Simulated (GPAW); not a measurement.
# Polarising CrSi2As4 monolayer with a field along the normal

The dipole of the cell at several fields, atoms fixed. What does the strongest field give, and what length does the slope stand for?

How it was computed: GPAW 26.7.0, plane waves (400 eV), PAW setups, PBE, 9×9 mesh, a dipole layer in the vacuum; geometry relaxed without an applied field with GPAW. The cell's area is 11.05 Å², and e/ε0 = 180.95 V Å.

Results, with one row withheld:

| field (V/Å) | dipole (e Å) |
| --- | --- |
| −0.2 | −0.1461 |
| −0.1 | −0.0731 |
| −0.05 | −0.0365 |
| 0.05 | 0.0365 |
| 0.1 | 0.0731 |
| 0.2 | 0.1461 |
| 0.3 | ? |

**Question.** What is the dipole at 0.3 V/Å?

Worked answer. A line through the 6 points has the slope α = 0.731 e Å per V/Å and the intercept p₀ = 0.0000 e Å (r.m.s. residual 3.1e−05). At 0.3 V/Å it gives p = 0.0000 + 0.731 × 0.3 = 0.2192 e Å; the run gives 0.2192 e Å, so the response stays linear to 0.0 % of the induced part. Dividing by ε0 and the area: α/(ε0 A) = 0.731 × 180.95 / 11.05 = 11.97 Å, against 9.87 Å between the outer nuclei.

Caveats: This is the electronic response alone; ions that move would add to it in polar layers. No run was spin-polarised, so magnetic states weren't tested.
